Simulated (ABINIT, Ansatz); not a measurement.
Records of electronic-structure calculations.

```
! title: How the form of the self-energy moves the gap of AlGa3N4 (P-43m)
! method: RPA screening on PBEsol, plane waves, norm-conserving pseudopotentials (and 3 further levels or steps)
! program: ABINIT 10.8.3
! settings: cutoff 45 Ha, PseudoDojo scalar-relativistic 0.4 stringent, norm-conserving, ngkpt (2, 2, 2), nband 102, ecuteps 4.2 Ha, inclvkb 2, shiftk (0, 0, 0), symchi 1, awtr 1, frequency ppm, 2×2×2 k-mesh
! cost: 6 runs, 5 min in all on 4 MPI ranks of Intel Xeon Platinum 8259CL at 2.50GHz (Skylake/Cascade Lake), shared host
! notes: The cell and positions are those that the Materials Project relaxed with its own functionals (PBE, PBE+U or r2SCAN), kept fixed. Limits: no spin-orbit coupling. The 2×2×2 mesh is coarse for this cell, which bears on the long-range parts of exchange and screening.
! G0W0, Godby-Needs plasmon pole: 3.239 eV
! G0W0, Hybertsen-Louie plasmon pole: 3.232 eV
! G0W0, Engel-Farid plasmon pole: 3.194 eV
! one-shot Hartree-Fock: 10.472 eV
! known limits: short of the basis limit; no spin-orbit coupling; coarse k mesh
CELL_PARAMETERS angstrom
4.47169 0.00000 0.00000
0.00000 4.47169 0.00000
0.00000 0.00000 4.47169
ATOMIC_POSITIONS crystal
Al 0.00000 0.00000 0.00000
Ga 0.50000 0.50000 0.00000
Ga 0.50000 0.00000 0.50000
Ga 0.00000 0.50000 0.50000
N 0.75571 0.75571 0.24429
N 0.75571 0.24429 0.75571
N 0.24429 0.75571 0.75571
N 0.24429 0.24429 0.24429
```

[Long decimals in the printed logs are rounded to 6 places.]

[Logs are printed without paths, hosts, clocks, repeated set-up lines and the standing remarks that a program may print on its own settings, such as how far it seeks lower states.]

[Paths, hosts, dates, memory and timing lines, banners, echoed tables and standing remarks are left out of the program output; an Ansatz launch command may be rebuilt from the run's recorded settings. Measured values are a selection of at most five: reports struck by readers or far from the other reports are left out. None is set beside runs whose start may be inverted or whose files or cutoffs have a known fault.]

[Runs of the session that timed out or met a known fault of the program may be left out.]

[Hosts, paths, dates, database ids (printed as entryN), source tags and the programs' standing remarks are cut or masked in the printed files.]

[G0W0 gaps are taken among the corrected bands and points alone; a level outside them can change the order at an edge.]

[Where Ansatz stands beside ABINIT at settings called matched, ABINIT's density can come from a denser mesh and the files from another edition; pairs whose starting gaps differed by over 0.03 eV were left out, so agreement reads better than it is.]
